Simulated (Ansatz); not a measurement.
**A hypothetical structure for CrRhS4**

Starting from a made-up structure for CrRhS4, the aim is the relaxed cell, its shortest contacts and, where a second run follows, its electronic structure.

Method: DFT, PBEsol, plane-wave PAW, files of the set soft_1, scalar-relativistic, ferromagnetic start, cell and ions relaxed at zero pressure; PAW set soft_1, in the first sound run; inputs show where later runs differ, in Ansatz 0.2.0.

## 1. The structure

The structure is orthorhombic, space group Cmmm (No. 65). The conventional cell has a = 7.559 Å, b = 7.562 Å, c = 3.653 Å, α = 90.00°, β = 90.00°, γ = 90.00°. Nearest to Rh lie 6 S at 2.33 to 2.34 Å. Nearest to Cr lie 6 S at 2.32 to 2.34 Å. Nearest to S lie 1 Cr at 2.32 Å and 2 Rh at 2.34 Å. Nearest to S lie 1 Rh at 2.33 Å and 2 Cr at 2.34 Å. Farther neighbours and most contacts between anions are not listed.

## 2. Relaxation of the guess

The guessed cell has no reason to be at equilibrium. It is relaxed with the atoms, within the space group of the guess.

The input, input.yaml:

```yaml
crystal:
  lattice:
    - [3.7795, -3.781, 0.0]
    - [3.7795, 3.781, 0.0]
    - [0.0, 0.0, 3.653]
  atoms:
    - { symbol: Rh, position: [0.5, 0.5, 0.0], spin: 0.6 }
    - { symbol: Cr, position: [0.0, 0.0, 0.5], spin: 3.0 }
    - { symbol: S, position: [0.6932, 0.6932, 0.5] }
    - { symbol: S, position: [0.1925, 0.8075, 0.0] }
    - { symbol: S, position: [0.8075, 0.1925, 0.0] }
    - { symbol: S, position: [0.3068, 0.3068, 0.5] }
magnetization:
  spin_polarized: true
kpoints:
  mp_grid: { grid: [5, 5, 7] }
scf:
  occupations: { method: fermi_dirac, width: 0.05 }
hamiltonian:
  xc: pbesol
  pseudopotentials: { kind: paw, azcp: { folder: soft_1 }, xc_functional: pbe }
relax:
  f_tol: 0.015
  max_steps: 70
  cell: {}
output:
  forces: true
  stress: true
```

On the command line:

```bash
ansatz run input.yaml --threads 4 --pin off --max-ram 10240MiB --backend cpu --events-out ev --progress --plain --runs-dir out
```

Numbers of over 12 decimals in the logs are rounded to 6 here.

Output:

```text
Engine: ansatz 0.2.0, aarch64-unknown-linux-gnu
Pseudopotentials: kind: paw
Pseudopotential: Rh, paw, valence charge 17, recommended cutoff 420 eV (normal), soft_1/Rh.paw.azcp
Pseudopotential: Cr, paw, valence charge 14, recommended cutoff 420 eV (normal), soft_1/Cr.paw.azcp
Pseudopotential: S, paw, valence charge 6, recommended cutoff 420 eV (normal), soft_1/S.paw.azcp
Functional definition: PBEsol
  exchange = pbesol_x
  correlation = pbesol_c
Crystal: 6 atoms, lattice volume = 104.405 Å³
Basis set: ecut = 420 eV, 2021 PW (Γ), exchange–correlation on 72×72×50 points (8 copies of the dense FFT grid, shifted against one another)
Bands: 36, of which v1, the nominal top of the filled ones, is band 28 counted from 1 (27 counted from 0)
Symmetry: 8 space group operations
Space group: Cmmm (ITA 65), of the structure as read, at distance tolerance 4.7e-5 Å
Magnetic group: BNS 65.481 (UNI 579), of the structure as read, at distance tolerance 4.7e-5 Å
k-points: 36 of 175
Non-local potential: Rh, projectors of the file, l = 0: 3, l = 1: 2, l = 2: 2, l = 3: 1
Non-local potential: Cr, projectors of the file, l = 0: 3, l = 1: 2, l = 2: 3, l = 3: 1
Non-local potential: S, projectors of the file, l = 0: 2, l = 1: 2, l = 2: 1
PAW form: soft (Blöchl's): semilocal exchange-correlation on the pseudo side does not see the compensation charge
PAW frozen core: Rh, regenerated for the run's functional, and the local potential with it (the file was generated under x = pbe(κ = 0.804, μ = 0.219515), c = pbe(β = 0.066725))
PAW frozen core: Cr, regenerated for the run's functional, and the local potential with it (the file was generated under x = pbe(κ = 0.804, μ = 0.219515), c = pbe(β = 0.066725))
PAW frozen core: S, regenerated for the run's functional, and the local potential with it (the file was generated under x = pbe(κ = 0.804, μ = 0.219515), c = pbe(β = 0.066725))
PAW one-centre angular grid: Rh, 590 points (default); XC on 64 Gauss nodes
PAW one-centre angular grid: Cr, 590 points (default); XC on 64 Gauss nodes
PAW one-centre angular grid: S, 110 points (default); XC on 64 Gauss nodes
Initial density: superposition of atomic densities (chi_scale 0.1, normalization cell, long waves kept (reshape's long-wave potential 0.07 eV rms))
Starting moments: Σ|m| = 3.6 μB on 2 of 6 sites
Initial wavefunctions: pseudopotential atomic-orbital guess
Functional: x = pbesol(κ = 0.804, μ = 0.123457), c = pbesol(β = 0.046)
SCF iter   1: F=—  HF=-13232.764875 eV  |F-HF|=—  |Δ(HF+E_count)|=         —  Δρ=6.17e-2 (↑6.17e-2 ↓4.96e-2)  dr2=2.26e1  dr2_m=1.84e-1  M=2.516 μB ∫|m|=2.988 μB  β_m=0.30  ethr=3.10e-3  ⟨swp⟩=8.2  Hψ=12494  notcnv=0
Mixer restart at iter 1: flushing history
preconditioner: auto → Kerker (q_TF=auto, 2.452 Å⁻¹)  [metal: Δε(μ)=0.020 eV  Ē_g=8.355 eV  σ=0.050 eV  W_gap=0.10  n_scr=30 (ndim 8)  ℏωp=22.7 eV  f_vac=0.000  D(μ)=4.27/eV (n_scr^D=38)]
spin=Collinear: Kerker preconditioning applied to the charge; magnetization (m = ρ↑ − ρ↓) channel mixes plain (no charge-response kernel on spin).
SCF iter   2: F=—  HF=-13230.873074 eV  |F-HF|=—  |Δ(HF+E_count)|=    1.89e0  Δρ=3.46e-2 (↑3.46e-2 ↓2.67e-2)  dr2=7.42e0  dr2_m=1.17e-1  M=2.293 μB ∫|m|=2.917 μB  β_m=0.45  ethr=3.10e-3  ⟨swp⟩=3.0  Hψ=5904  notcnv=0  defer=103
SCF iter   3: F=—  HF=-13229.780443 eV  |F-HF|=—  |Δ(HF+E_count)|=    1.09e0  Δρ=1.32e-2 (↑1.21e-2 ↓1.32e-2)  dr2=5.82e-1  dr2_m=4.58e-2  M=1.913 μB ∫|m|=2.822 μB  β_m=0.73  ethr=3.10e-3  ⟨swp⟩=3.1  Hψ=6180  notcnv=0  defer=105
SCF iter   4: F=—  HF=-13229.934481 eV  |F-HF|=—  |Δ(HF+E_count)|=   1.54e-1  Δρ=3.79e-3 (↑3.00e-3 ↓3.79e-3)  dr2=2.58e-2  dr2_m=6.51e-3  M=1.608 μB ∫|m|=2.827 μB  β_m=0.77  ethr=1.06e-3  ⟨swp⟩=2.3  Hψ=5344  notcnv=0  defer=105
SCF iter   5: F=—  HF=-13229.964548 eV  |F-HF|=—  |Δ(HF+E_count)|=         —  Δρ=6.92e-3 (↑6.92e-3 ↓4.17e-3)  dr2=3.68e-2  dr2_m=2.42e-2  M=1.367 μB ∫|m|=2.802 μB  β_m=0.77  ethr=4.70e-5  ⟨swp⟩=2.1  Hψ=4779  notcnv=0  defer=105
Mixer restart at iter 5: flushing history
SCF iter   6: F=—  HF=-13229.962452 eV  |F-HF|=—  |Δ(HF+E_count)|=   2.10e-3  Δρ=2.71e-3 (↑2.71e-3 ↓1.68e-3)  dr2=1.18e-2  dr2_m=1.09e-3  M=1.373 μB ∫|m|=2.854 μB  β_m=0.71  ethr=4.70e-5  ⟨swp⟩=2.8  Hψ=5210  notcnv=0  defer=105
SCF iter   7: F=—  HF=-13229.962042 eV  |F-HF|=—  |Δ(HF+E_count)|=   4.10e-4  Δρ=1.82e-3 (↑1.82e-3 ↓9.45e-4)  dr2=2.21e-3  dr2_m=1.51e-3  M=1.342 μB ∫|m|=2.829 μB  β_m=0.75  ethr=2.15e-5  ⟨swp⟩=2.1  Hψ=5333  notcnv=0  defer=109
SCF iter   8: F=—  HF=-13229.961850 eV  |F-HF|=—  |Δ(HF+E_count)|=   1.93e-4  Δρ=4.66e-4 (↑4.15e-4 ↓4.66e-4)  dr2=1.75e-4  dr2_m=1.60e-4  M=1.338 μB ∫|m|=2.841 μB  β_m=0.86  ethr=4.02e-6  ⟨swp⟩=2.2  Hψ=4350  notcnv=0  defer=109
SCF iter   9: F=—  HF=-13229.961846 eV  |F-HF|=—  |Δ(HF+E_count)|=   3.78e-6  Δρ=1.72e-4 (↑1.72e-4 ↓1.19e-4)  dr2=4.79e-5  dr2_m=1.39e-5  M=1.335 μB ∫|m|=2.844 μB  β_m=0.93  ethr=3.18e-7  ⟨swp⟩=2.5  Hψ=4226  notcnv=0  defer=109
SCF iter  10: F=—  HF=-13229.961850 eV  |F-HF|=—  |Δ(HF+E_count)|=   4.30e-6  Δρ=1.30e-4 (↑1.30e-4 ↓7.73e-5)  dr2=5.40e-5  dr2_m=1.91e-6  M=1.332 μB ∫|m|=2.845 μB  β_m=0.96  ethr=8.71e-8  ⟨swp⟩=2.0  Hψ=4427  notcnv=0  defer=109
SCF iter  11: F=—  HF=-13229.961853 eV  |F-HF|=—  |Δ(HF+E_count)|=   3.05e-6  Δρ=2.57e-5 (↑2.57e-5 ↓1.92e-5)  dr2=2.81e-6  dr2_m=5.97e-8  M=1.332 μB ∫|m|=2.845 μB  β_m=0.98  ethr=8.71e-8  ⟨swp⟩=2.5  Hψ=3822  notcnv=0  defer=109
SCF iter  12: F=—  HF=-13229.961853 eV  |F-HF|=—  |Δ(HF+E_count)|=   2.41e-7  Δρ=1.27e-5 (↑1.27e-5 ↓3.70e-6)  dr2=3.10e-7  dr2_m=3.36e-8  M=1.332 μB ∫|m|=2.846 μB  β_m=0.99  ethr=5.12e-9  ⟨swp⟩=2.4  Hψ=4167  notcnv=0  defer=109
SCF iter  13: F=—  HF=-13229.961854 eV  |F-HF|=—  |Δ(HF+E_count)|=   3.80e-8  Δρ=2.17e-6 (↑2.17e-6 ↓1.40e-6)  dr2=2.18e-8  dr2_m=3.17e-10  M=1.332 μB ∫|m|=2.846 μB  β_m=1.00  ethr=5.64e-10  ⟨swp⟩=2.2  Hψ=3818  notcnv=0  defer=109
SCF iter  14: F=—  HF=-13229.961854 eV  |F-HF|=—  |Δ(HF+E_count)|=   8.90e-9  Δρ=5.40e-6 (↑5.40e-6 ↓2.99e-6)  dr2=1.09e-7  dr2_m=1.72e-9  M=1.332 μB ∫|m|=2.846 μB  β_m=1.00  ethr=3.97e-11  ⟨swp⟩=2.2  Hψ=4358  notcnv=0  defer=109
SCF iter  15: F=-13229.961853 eV  HF=-13229.961854 eV  |F-HF|=1.44e-8  |Δ(HF+E_count)|=   6.10e-9  Δρ=1.99e-6 (↑1.99e-6 ↓1.08e-6)  dr2=1.54e-8  dr2_m=2.46e-10  M=1.332 μB ∫|m|=2.846 μB  ethr=3.97e-11  ⟨swp⟩=2.1  Hψ=6613  notcnv=0
SCF 1 converged in 15 iterations: F = -13229.961853 eV  dr2 = 1.54e-8
  greatest PAW one-centre occupation: 1.000 electrons in one spin orbital (limit 2), on the Cr atom at site 1 (counted from 0), in its partial waves of l = 0
[...]
the starting moments were not kept: 1 of 2 ended reversed and 1 kept their direction, counting a site from 0.1 μB. The largest reversed, site 0 (counted from 0, in the order of the report's site_moments_mub), started with +0.6 μB and closes at -1.3e-1 μB in its sphere.
SCF 3 converged in 10 iterations: F = -13230.073516 eV  dr2 = 2.67e-8
relax step   3: F+E_penalty+E_count = -13230.07351580 eV  Δ(F+E_penalty+E_count) = -1.437e-2 eV  max|allowed force component| = 8.967e-3 eV/Å  Δτ_max = 0.0145 Å  P = +0.169 GPa  Ω = 99.626 Å³  energy of the carried Pulay correction = +1.554e-3 eV  (10 SCF iters, dr2 threshold 6.00e-7 eV, accepted)
[...]
relax step   4: F+E_penalty+E_count = -13230.07359036 eV  Δ(F+E_penalty+E_count) = -7.456e-5 eV  max|allowed force component| = 2.596e-3 eV/Å  Δτ_max = 0.0009 Å  P = -0.005 GPa  Ω = 99.771 Å³  energy of the carried Pulay correction = +1.506e-3 eV  (8 SCF iters, dr2 threshold 1.77e-7 eV, accepted)
Basis set: ecut = 420 eV, 1947 PW (Γ), exchange–correlation on 72×72×48 points (8 copies of the dense FFT grid, shifted against one another)
Initial wavefunctions: pseudopotential atomic-orbital guess (no wavefunctions were taken with the density)
iter 1 solved again at ethr=5.08e-7 eV; its pass at ethr=3.10e-3 eV (dr2=2.79e-4 eV) is discarded
SCF iter   1: F=—  HF=-13230.072108 eV  |F-HF|=—  |Δ(HF+E_count)|=         —  Δρ=4.69e-5 (↑4.69e-5 ↓4.46e-5)  dr2=8.07e-6  dr2_m=3.73e-8  M=1.155 μB ∫|m|=2.259 μB  β_m=0.65  ethr=5.08e-7  ⟨swp⟩=3.9  Hψ=20201  notcnv=0
preconditioner: auto → Kerker (q_TF=auto, 1.966 Å⁻¹)  [metal: Δε(μ)=0.008 eV  Ē_g=8.345 eV  σ=0.050 eV  W_gap=0.04  n_scr=10 (ndim 8)  ℏωp=23.2 eV  f_vac=0.000  D(μ)=3.06/eV (n_scr^D=18)]
spin=Collinear: Kerker preconditioning applied to the charge; magnetization (m = ρ↑ − ρ↓) channel mixes plain (no charge-response kernel on spin).
SCF iter   2: F=—  HF=-13230.072110 eV  |F-HF|=—  |Δ(HF+E_count)|=   1.54e-6  Δρ=2.10e-5 (↑2.10e-5 ↓1.75e-5)  dr2=5.98e-7  dr2_m=7.52e-8  M=1.155 μB ∫|m|=2.259 μB  β_m=0.44  ethr=1.47e-8  ⟨swp⟩=2.5  Hψ=4504  notcnv=0
SCF iter   3: F=—  HF=-13230.072110 eV  |F-HF|=—  |Δ(HF+E_count)|=   7.75e-7  Δρ=9.60e-6 (↑9.60e-6 ↓9.59e-6)  dr2=1.12e-7  dr2_m=7.43e-9  M=1.155 μB ∫|m|=2.259 μB  β_m=0.63  ethr=1.09e-9  ⟨swp⟩=2.0  Hψ=4321  notcnv=0
SCF iter   4: F=—  HF=-13230.072112 eV  |F-HF|=—  |Δ(HF+E_count)|=   1.22e-6  Δρ=7.26e-6 (↑7.26e-6 ↓5.79e-6)  dr2=3.10e-7  dr2_m=1.45e-9  M=1.155 μB ∫|m|=2.259 μB  β_m=0.82  ethr=2.04e-10  ⟨swp⟩=2.0  Hψ=4510  notcnv=0
SCF iter   5: F=—  HF=-13230.072112 eV  |F-HF|=—  |Δ(HF+E_count)|=   6.35e-7  Δρ=5.05e-6 (↑4.06e-6 ↓5.05e-6)  dr2=1.88e-7  dr2_m=2.79e-9  M=1.155 μB ∫|m|=2.259 μB  β_m=0.91  ethr=2.04e-10  ⟨swp⟩=2.3  Hψ=4624  notcnv=0
SCF iter   6: F=—  HF=-13230.072112 eV  |F-HF|=—  |Δ(HF+E_count)|=   2.08e-7  Δρ=2.52e-6 (↑2.52e-6 ↓1.74e-6)  dr2=1.24e-8  dr2_m=9.50e-10  M=1.155 μB ∫|m|=2.259 μB  β_m=0.95  ethr=2.04e-10  ⟨swp⟩=3.0  Hψ=5378  notcnv=0
SCF iter   7: F=—  HF=-13230.072112 eV  |F-HF|=—  |Δ(HF+E_count)|=   5.78e-9  Δρ=4.28e-7 (↑4.28e-7 ↓4.13e-7)  dr2=4.70e-10  dr2_m=1.05e-10  M=1.155 μB ∫|m|=2.259 μB  β_m=0.98  ethr=2.25e-11  ⟨swp⟩=2.1  Hψ=4661  notcnv=0
SCF iter   8: F=—  HF=-13230.072112 eV  |F-HF|=—  |Δ(HF+E_count)|=  8.22e-10  Δρ=3.76e-7 (↑3.76e-7 ↓2.00e-7)  dr2=3.32e-10  dr2_m=2.77e-11  M=1.155 μB ∫|m|=2.259 μB  β_m=0.99  ethr=1.00e-12  ⟨swp⟩=3.4  Hψ=5148  notcnv=0
SCF iter   9: F=—  HF=-13230.072112 eV  |F-HF|=—  |Δ(HF+E_count)|=  1.82e-11  Δρ=1.55e-7 (↑1.55e-7 ↓7.23e-8)  dr2=3.33e-11  dr2_m=6.59e-12  M=1.155 μB ∫|m|=2.259 μB  β_m=0.99  ethr=1.00e-12  ⟨swp⟩=2.2  Hψ=3583  notcnv=0
SCF iter  10: F=-13230.072112 eV  HF=-13230.072112 eV  |F-HF|=5.46e-12  |Δ(HF+E_count)|=  5.46e-12  Δρ=2.46e-8 (↑1.66e-8 ↓2.46e-8)  dr2=4.04e-12  dr2_m=3.60e-14  M=1.155 μB ∫|m|=2.259 μB  ethr=1.00e-12  ⟨swp⟩=3.2  Hψ=8526  notcnv=0
the starting moments were not kept: 1 of 2 ended reversed and 1 kept their direction, counting a site from 0.1 μB. The largest reversed, site 0 (counted from 0, in the order of the report's site_moments_mub), started with +0.6 μB and closes at -1.3e-1 μB in its sphere.
SCF 5 converged in 10 iterations: F = -13230.072112 eV  dr2 = 4.04e-12
relax step   5: F+E_penalty+E_count = -13230.07211240 eV  Δ(F+E_penalty+E_count) = +1.478e-3 eV  max|allowed force component| = 2.668e-3 eV/Å  Δτ_max = 0.0000 Å  P = -0.006 GPa  Ω = 99.771 Å³  stress off target by 2.39e-2 GPa  SCF on the basis re-selected at this cell (its energy is not comparable with the rows above)  (10 SCF iters)
basis re-selected at this cell: Δ(F+E_penalty+E_count) = +1.478e-3 eV, ΔP = -0.001 GPa vs the last step (what re-selecting the basis moved, of the pressure what is left beyond the Pulay correction that the steps carried, after the strain that the cell walked since its last selection, with what the two solves' SCF thresholds leave and, on support functions, any second-order correction that the steps lacked; it is no measure of the basis error at this ecutwfc). The dense FFT grid was sized anew with the basis: this SCF ran on 36×36×24 points, the steps before it on 36×36×25, so part of this shift can come from that change (see relax.cell in the input reference). [rest of the remark cut]
SCF converged after 10 iterations
Magnetization: 1.1553 μB (28.0776 up, 26.9224 down)
Absolute magnetization: 2.2583 μB (∫|ρ↑−ρ↓|, with the PAW one-centre terms)
Spin contamination: 0.3294 ħ² per cell (⟨S²⟩ above its minimum at these occupations)
Per-site moments (μB) at R_I (Å): [(-0.131411, 0.956608), (1.442293, 0.928837), (-0.077882, 0.928837), (-0.056523, 0.939639), (-0.056523, 0.939639), (-0.077882, 0.928837)]
Free energy (F): -13230.072112 eV
Harris-Foulkes:  -13230.072112 eV  (|F-HF|=5.46e-12)
Internal energy: -13230.046478 eV  (E = F + TS)
E sigma→0 (E₀):  -13230.059295 eV
Entropy (-TS):   -0.025634 eV (-4.272 meV/atom)
Fermi energy:    10.280026 eV
--- Per-component energies (eV) ---
  E_band       = -489.297624
  E_kinetic    = 1264.134328
  E_local      = -4882.706780  (includes V_loc(G=0)·N_el)
  E_nonlocal   = 481.574434
  E_hartree    = 1987.594590
  E_xc         = -668.108050
  E_vxc        = -730.663366  (∫ρ·V_xc dr)
  E_paw        = -7099.582070  (= ΣΔE_a)
  E_vpaw       = -596.826181  (= ΣTr[D̂ρ^β])
  E_aug_tail   = 0.000854  (compensation charges beyond the density's cutoff)
  E_ewald      = -4313.637781
  E_core_change = 0.683998  (= ΣΔE_core)
  E_smearing   = -0.025634  (= −TS)
  E_closure    = 0.000000  (closes the sum)
  Σ components = -13230.072112   (vs F -13230.072112, Δ=0.00e0)
--- Forces (eV/Å), atoms counted from 1 ---
  atom   1  Rh     0.00000000     0.00000000     0.00000000
  atom   2  Cr     0.00000000     0.00000000     0.00000000
  atom   3  S     -0.00155170     0.00000000     0.00000000
  atom   4  S     -0.00000000     0.00266788     0.00000000
  atom   5  S      0.00000000    -0.00266788    -0.00000000
  atom   6  S      0.00155170    -0.00000000    -0.00000000
  max |Σ_I F_I| component: 1.39e-17 eV/Å
--- Stress (GPa, compression-positive) ---
       -0.023854      -0.000000       0.000000
       -0.000000       0.021894      -0.000000
        0.000000      -0.000000      -0.017492
  P = ⅓ Tr σ = -0.0065 GPa (-0.065 kbar)
--- Relaxed structure (4 steps of the walk, 4 accepted, 1 SCFs on fresh bases) ---
  F+E_penalty+E_count = -13230.07211240 eV   max|allowed force component| = 2.668e-3 eV/Å   (the final SCF, on the basis selected at the relaxed cell)
  cell:  # Å, volume = 99.7709 Å³
    - [3.739324, -3.749397, 0.0]
    - [3.739324, 3.749397, 0.0]
    - [0.0, 0.0, 3.558110]
  atoms:
    - { symbol: Rh, position: [0.500000, 0.500000, 0.0] }
    - { symbol: Cr, position: [0, 0, 0.5] }
    - { symbol: S, position: [0.698913, 0.698913, 0.5] }
    - { symbol: S, position: [0.189713, 0.810287, 0.0] }
    - { symbol: S, position: [0.810287, 0.189713, 0.0] }
    - { symbol: S, position: [0.301087, 0.301087, 0.5] }
```

Run time: 20 s. Hardware: 4 threads of Arm Neoverse V2, shared host; peak memory 0.56 GiB.

Step by step:

```tsv
step	energy less that of the first step (eV)	largest force component (eV/Å)	pressure (GPa)	volume (Å³)
1	0.0000	0.5011	-4.69	104.40
2	-0.0973	0.2697	-1.52	101.25
3	-0.1117	0.0090	0.17	99.63
4	-0.1117	0.0026	-0.01	99.77
5*	-0.1103	0.0027	-0.01	99.77
```

Relaxation steps marked * repeat the geometry before them on a plane-wave basis chosen anew for their cell, so energy and pressure can jump there.

The run keeps the 8 symmetry operations that it works with, so distortions that break them were not tested.

```tsv
conventional cell, symmetrised	before	after	change
a (Å)	7.559	7.479	-1.1 %
b (Å)	7.562	7.499	-0.8 %
c (Å)	3.653	3.558	-2.6 %
volume (Å³/atom)	17.40	16.63	-4.4 %
```

The atoms that moved most (Å, as changes of fractional coordinates times the final cell):

```tsv
atom	dx	dy	dz	length
S6	-0.043	0.000	0.000	0.043
S3	0.043	0.000	0.000	0.043
S5	0.000	-0.021	0.000	0.021
S4	0.000	0.021	0.000	0.021
```

The relaxed structure:

```cif
data_structure
_symmetry_space_group_name_H-M 'P 1'
_symmetry_Int_Tables_number 1
_cell_length_a 5.2953
_cell_length_b 5.2953
_cell_length_c 3.5581
_cell_angle_alpha 90.000
_cell_angle_beta 90.000
_cell_angle_gamma 90.154
_cell_volume 99.77
loop_
_atom_site_label
_atom_site_type_symbol
_atom_site_fract_x
_atom_site_fract_y
_atom_site_fract_z
_atom_site_occupancy
Rh1 Rh 0.50000 0.50000 0.00000 1
Cr2 Cr 0.00000 0.00000 0.50000 1
S3 S 0.69891 0.69891 0.50000 1
S4 S 0.18971 0.81029 0.00000 1
S5 S 0.81029 0.18971 0.00000 1
S6 S 0.30109 0.30109 0.50000 1
```

Numbers from this step:

```yaml
free_energy: -13230.0721 eV
energy_at_zero_smearing: -13230.0593 eV
smearing_term_ts: 0.02563 eV
fermi_energy: 10.28 eV
magnetization: 1.155 μB
absolute_magnetization: 2.258 μB
site_moments: -0.1314, 1.442, -0.07788, -0.05652, -0.05652, -0.07788 μB
electrons: 55
symmetry_operations: 8
pressure: -0.006484 GPa
```

Site moment by atom:

```tsv
atom	site moment (μB)
Rh1	-0.13
Cr2	1.44
S3	-0.08
S4	-0.06
S5	-0.06
S6	-0.08
```

Shortest distances by pair of elements, guess and relaxed (not always the same contact):

```tsv
pair	guess (Å)	relaxed (Å)
Cr–S	2.319	2.252
Rh–S	2.325	2.319
S–S	2.911	2.845
Rh–Rh	3.653	3.558
Cr–Cr	3.653	3.558
```

The relaxation ends with a largest force component of 0.0027 eV/Å and a pressure of -0.01 GPa.

[end of part 1 of 2]

[Logs are printed without paths, hosts, clocks, repeated set-up lines and the standing remarks that a program may print on its own settings, such as how far it seeks lower states.]

[Hosts, paths, dates, database ids (printed as entryN), source tags and the programs' standing remarks are cut or masked in the printed files.]
